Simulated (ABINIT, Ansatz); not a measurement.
# Quasiparticle gap of RbIO3 (R3m) in ABINIT

Wanted: ground state, empty states, screening and self-energy for RbIO3 (R3m).

Main program and level: ABINIT 10.8.3; LDA and many-body steps on it, plane waves.

## 1. Set-up

The structure is trigonal, space group R3m (No. 160). Conventional cell: a = 6.375 Å, b = 6.375 Å, c = 7.866 Å, α = 90.00°, β = 90.00°, γ = 120.00°. Nearest to Rb lie 12 O at 3.09 to 3.36 Å. Nearest to I lie 3 O at 1.82 Å. Nearest to O lie 2 I at 1.82 to 2.73 Å and 4 Rb at 3.09 to 3.36 Å. Farther neighbours and most contacts between anions are not listed.

The cell and positions are those that the Materials Project relaxed with its own functionals (PBE, PBE+U or r2SCAN), kept fixed. Spin-orbit coupling is left out unless a step names it.

## 2. Ground state

This step: ABINIT 10.8.3; DFT, LDA, plane waves, norm-conserving pseudopotentials.

The ground-state density comes first.

run.abi

```
acell 3*1.0 Angstrom
rprim 
  3.187728926621 1.840436153888 2.622110720600
  -3.187728926621 1.840436153888 2.622110720600
  -0.000000000000 -3.680872307776 2.622110720600
ntypat 3
znucl 37 53 8
natom 5
typat 1 2 3 3 3
xred 
  0.515642950000 0.515642950000 0.515642950000
  0.001050200000 0.001050200000 0.001050200000
  0.036532590000 0.601941670000 0.036532590000
  0.036532590000 0.036532590000 0.601941670000
  0.601941670000 0.036532590000 0.036532590000
pp_dirpath "pseudos"
pseudos "Rb.upf, I.upf, O.upf"
ecut 36
ngkpt 4 4 4
nshiftk 1
shiftk 0 0 0
kptopt 1
chksymbreak 0
nband 23
occopt 1
tolvrs 1e-10
nstep 60
prtwf 0
optforces 0
optstress 0
indata_prefix "in"
outdata_prefix "out"
tmpdata_prefix "tmp"
```

Run with:

```console
$ OMP_NUM_THREADS=1 mpirun -n 4 abinit run.abi > log
```

Numbers of over 12 decimals in the logs are rounded to 6 here.

Output:

```text
.Version 10.8.3 of ABINIT. v10.8.2 released Aug 2026.

 Symmetries : space group R3 m (#160); Bravais hR (rhombohedral)
================================================================================
 Values of the parameters that define the memory need of the present run
     intxc =       0    ionmov =       0      iscf =       7    lmnmax =       6
     lnmax =       6     mgfft =      48  mpssoang =       3    mqgrid =    3001
     natom =       5  nloc_mem =       1    nspden =       1   nspinor =       1
    nsppol =       1      nsym =       6    n1xccc =    2501    ntypat =       3
    occopt =       1   xclevel =       1
-    mband =          23        mffmem =           1         mkmem =           4
       mpw =        6444          nfft =      110592          nkpt =          13
================================================================================
  Rough estimation (10% accuracy) of disk space for files :
================================================================================

--------------------------------------------------------------------------------
------------- Echo of variables that govern the present computation ------------
--------------------------------------------------------------------------------
 -outvars: echo values of preprocessed input variables --------
            acell      1.8897261259E+00  1.8897261259E+00  1.8897261259E+00 Bohr

      chksymbreak           0
             ecut      3.60000000E+01 Hartree
-          fftalg         312

              ixc       -1012
              kpt      0.00000000E+00  0.00000000E+00  0.00000000E+00
                       2.50000000E-01  0.00000000E+00  0.00000000E+00
                       5.00000000E-01  0.00000000E+00  0.00000000E+00
                       2.50000000E-01  2.50000000E-01  0.00000000E+00
                       5.00000000E-01  2.50000000E-01  0.00000000E+00
                      -2.50000000E-01  2.50000000E-01  0.00000000E+00
                       5.00000000E-01  5.00000000E-01  0.00000000E+00
                       2.50000000E-01  2.50000000E-01  2.50000000E-01
                       5.00000000E-01  2.50000000E-01  2.50000000E-01
                      -2.50000000E-01  2.50000000E-01  2.50000000E-01
                       5.00000000E-01  5.00000000E-01  2.50000000E-01
[...]
kptrlatt        4    0    0      0    4    0      0    0    4
          kptrlen      3.41611353E+01
P           mkmem           4
            natom           5
            nband          23
            ngfft          48      48      48
             nkpt          13
            nstep          60
             nsym           6
           ntypat           3
              occ      2.000000  2.000000  2.000000  2.000000  2.000000  2.000000
                       2.000000  2.000000  2.000000  2.000000  2.000000  2.000000
                       2.000000  2.000000  2.000000  2.000000  2.000000  0.000000
                       0.000000  0.000000  0.000000  0.000000  0.000000
        optforces           0
        optstress           0
            prtwf           0
            rprim      3.1877289266E+00  1.8404361539E+00  2.6221107206E+00
[...]
spgroup         160

           tolvrs      1.00000000E-10

             xred      5.1564295000E-01  5.1564295000E-01  5.1564295000E-01
[...]
znucl       37.00000   53.00000    8.00000

================================================================================

 chkinp: Checking input parameters for consistency.

================================================================================
== DATASET  1 ==================================================================
-   mpi_nproc: 4, omp_nthreads: 1 (-1 if OMP is not activated)

--- !DatasetInfo
iteration_state: {dtset: 1, }
dimensions: {natom: 5, nkpt: 13, mband: 23, nsppol: 1, nspinor: 1, nspden: 1, mpw: 6444, }
cutoff_energies: {ecut:  36.0, pawecutdg:  -1.0, }
electrons: {nelect:   3.40000000E+01, charge:   0.00000000E+00, occopt:   1.00000000E+00, tsmear:   1.00000000E-02, }

 Real(R)+Recip(G) space primitive vectors, cartesian coordinates (Bohr,Bohr^-1):
 R(1)=  6.0239346  3.4779203  4.9550711  G(1)=  0.0830022  0.0479214  0.0672712
 R(2)= -6.0239346  3.4779203  4.9550711  G(2)= -0.0830022  0.0479214  0.0672712
 R(3)=  0.0000000 -6.9558406  4.9550711  G(3)=  0.0000000 -0.0958427  0.0672712
 Unit cell volume ucvol=  6.2287517E+02 bohr^3
 Angles (23,13,12)=  8.97165139E+01  8.97165139E+01  8.97165139E+01 degrees

 getcut: wavevector=  0.0000  0.0000  0.0000  ngfft=  48  48  48
         ecut(hartree)=     36.000   => boxcut(ratio)=   2.08096

--- Pseudopotential description ------------------------------------------------
- Rb Generated using ONCVPSP code by D. R. Hamann
- 37.00000   9.00000  180309                  znucl, zion, pspdat
12 -1012 2 -1 2226                            pspcod,pspxc,lmax,lloc,mmax
     nproj     2     2     2
  pspatm : epsatm=   34.43095479
         --- l  ekb(1:nproj) -->
[...]
pspatm: atomic psp has been read  and splines computed

- I Generated using ONCVPSP code by D. R. Hamann
- 53.00000   7.00000  180309                  znucl, zion, pspdat
12 -1012 2 -1 1182                            pspcod,pspxc,lmax,lloc,mmax
     nproj     2     2     2
  pspatm : epsatm=   17.18700033
         --- l  ekb(1:nproj) -->
[...]
pspatm: atomic psp has been read  and splines computed

- O Generated using ONCVPSP code by D. R. Hamann
-  8.00000   6.00000  201201                  znucl, zion, pspdat
12 -1012 2 -1 926                             pspcod,pspxc,lmax,lloc,mmax
     nproj     2     2     1
  pspatm : epsatm=    6.27558587
         --- l  ekb(1:nproj) -->
[...]
2   -1.033686
 pspatm: atomic psp has been read  and splines computed

   2.39512023E+03                                ecore*ucvol(ha*bohr**3)
--------------------------------------------------------------------------------

_setup2: Arith. and geom. avg. npw (full set) are    6423.734    6423.712

================================================================================

--- !BeginCycle
iteration_state: {dtset: 1, }
solver: {iscf: 7, nstep: 60, nline: 4, wfoptalg: 0, }
tolerances: {tolvrs: 1.00E-10, }

     iter   Etot(hartree)      deltaE(h)  residm     vres2
 ETOT  1  -89.034911477481    -8.903E+01 1.717E-01 1.424E+03
 ETOT  2  -88.980805232997     5.411E-02 2.815E-02 1.515E+03
 ETOT  3  -89.544149228398    -5.633E-01 2.155E-02 5.297E+01
 ETOT  4  -89.563307683850    -1.916E-02 8.296E-03 7.924E-01
 ETOT  5  -89.563528770327    -2.211E-04 4.159E-03 1.199E-01
 ETOT  6  -89.563557709577    -2.894E-05 1.137E-03 1.098E-03
 ETOT  7  -89.563557921398    -2.118E-07 7.349E-04 4.420E-04
 ETOT  8  -89.563558067176    -1.458E-07 1.563E-04 7.760E-06
 ETOT  9  -89.563558067936    -7.595E-10 1.579E-04 3.375E-07
 ETOT 10  -89.563558068017    -8.171E-11 9.316E-05 1.454E-08
 ETOT 11  -89.563558068017     1.279E-13 7.566E-05 1.519E-09
 ETOT 12  -89.563558068016     1.151E-12 1.262E-04 5.462E-11

 At SCF step   12       vres2   =  5.46E-11 < tolvrs=  1.00E-10 =>converged.

--- !ResultsGS
iteration_state: {dtset: 1, }
comment   : Summary of ground state results
lattice_vectors:
- [  6.0239346,   3.4779203,   4.9550711, ]
- [ -6.0239346,   3.4779203,   4.9550711, ]
- [ -0.0000000,  -6.9558406,   4.9550711, ]
lattice_lengths: [   8.54028,    8.54028,    8.54028, ]
lattice_angles: [ 89.717,  89.717,  89.717, ] # degrees, (23, 13, 12)
lattice_volume:   6.2287517E+02
convergence: {deltae:  1.151E-12, res2:  5.462E-11, residm:  1.262E-04, diffor:  0.000E+00, }
etotal    :  -8.95635581E+01
entropy   :   0.00000000E+00
fermie    :   4.20998823E-02
cartesian_stress_tensor: null
pressure_GPa: null
xred      :
- [  5.1564E-01,   5.1564E-01,   5.1564E-01, Rb]
- [  1.0502E-03,   1.0502E-03,   1.0502E-03,  I]
- [  3.6533E-02,   6.0194E-01,   3.6533E-02,  O]
- [  3.6533E-02,   3.6533E-02,   6.0194E-01,  O]
- [  6.0194E-01,   3.6533E-02,   3.6533E-02,  O]
cartesian_forces: null
force_length_stats: {min: null, max: null, mean: null, }

 Integrated electronic density in atomic spheres:
 ------------------------------------------------
 Atom  Sphere_radius  Integrated_density
[...]
================================================================================

 ----iterations are completed or convergence reached----

 Mean square residual over all n,k,spin=   76.636E-08; max=  12.620E-05
 reduced coordinates (array xred) for    5 atoms
       0.515642950000      0.515642950000      0.515642950000
       0.001050200000      0.001050200000      0.001050200000
       0.036532590000      0.601941670000      0.036532590000
       0.036532590000      0.036532590000      0.601941670000
       0.601941670000      0.036532590000      0.036532590000
 rms dE/dt=  0.0000E+00; max dE/dt=  0.0000E+00; dE/dt below (all hartree)
    1       0.000000000000      0.000000000000      0.000000000000
    2       0.000000000000      0.000000000000      0.000000000000
    3       0.000000000000      0.000000000000      0.000000000000
    4       0.000000000000      0.000000000000      0.000000000000
    5       0.000000000000      0.000000000000      0.000000000000

 cartesian coordinates (angstrom) at end:
    1     -0.000000    -0.000000     4.056219
    2      0.000000    -0.000000     0.00826122
    3     -1.802371     1.040599     1.769943
    4      0.000000    -2.081199     1.769943
    5      1.802371     1.040599     1.769943
 length scales=  1.889726125908  1.889726125908  1.889726125908 bohr
              =  1.000000000000  1.000000000000  1.000000000000 angstroms
 prteigrs : about to open file out_EIG
 Fermi (or HOMO) energy (hartree) =   0.04210   Average Vxc (hartree)=  -0.35887
 Eigenvalues (hartree) for nkpt=  13  k points:
 kpt#   1, nband= 23, wtk=  0.01563, kpt=  0.0000  0.0000  0.0000 (reduced coord)
  -0.85118   -0.69367   -0.57317   -0.57317   -0.29751   -0.26886   -0.26788   -0.26788
  -0.18017   -0.18017   -0.17239   -0.01296   -0.01296   -0.00083   -0.00083   -0.00083
   0.00506    0.23761    0.29196    0.29196    0.30473    0.30473    0.31664
 prteigrs : prtvol=0 or 1, do not print more k-points.

--- !EnergyTerms
iteration_state     : {dtset: 1, }
comment             : Components of total free energy in Hartree
kinetic             :  4.34377314305291E+01
hartree             :  2.12161352168039E+01
xc                  : -2.33573442505257E+01
Ewald energy        : -6.26181105994219E+01
psp_core            :  3.84526523490583E+00
local_psp           : -6.50868054395700E+01
non_local_psp       : -7.00042966073730E+00
total_energy        : -8.95635580680161E+01
total_energy_eV     : -2.43714857215313E+03
band_energy         : -8.61172894289366E+00

== END DATASET(S) ==============================================================
================================================================================

 -outvars: echo values of variables after computation  --------
           etotal     -8.9563558068E+01
            nband          23
             nkpt          13
          spgroup         160
 [... the other variables as echoed above ...]

 Calculation completed.
```

It took 62 s on 4 MPI ranks of AMD EPYC 7571, shared host; peak memory 0.39 GiB.

This step gave:

| Property | Result |
| --- | --- |
| total energy | -2437.1486 eV |
| gap | 2.723 eV |
| k of the valence top | 0.5, 0.5, 0.5 |
| k of the conduction bottom | 0.5, 0.5, 0.5 |
| least direct gap | 2.723 eV |

The gap is direct, at (0.500, 0.500, 0.500).

(Continued in part 2 of 3.)

[Paths, hosts, dates, memory and timing lines, banners, echoed tables and standing remarks are left out of the program output.]

[Logs are printed without paths, hosts, clocks, repeated set-up lines and the standing remarks that a program may print on its own settings, such as how far it seeks lower states.]

[Runs of the session that timed out or met a known fault of the program may be left out.]

[Hosts, paths, dates, database ids (printed as entryN), source tags and the programs' standing remarks are cut or masked in the printed files.]

[G0W0 gaps are taken among the corrected bands and points alone; a level outside them can change the order at an edge.]

[Where Ansatz stands beside ABINIT at settings called matched, ABINIT's density can come from a denser mesh and the files from another edition; pairs whose starting gaps differed by over 0.03 eV were left out, so agreement reads better than it is.]
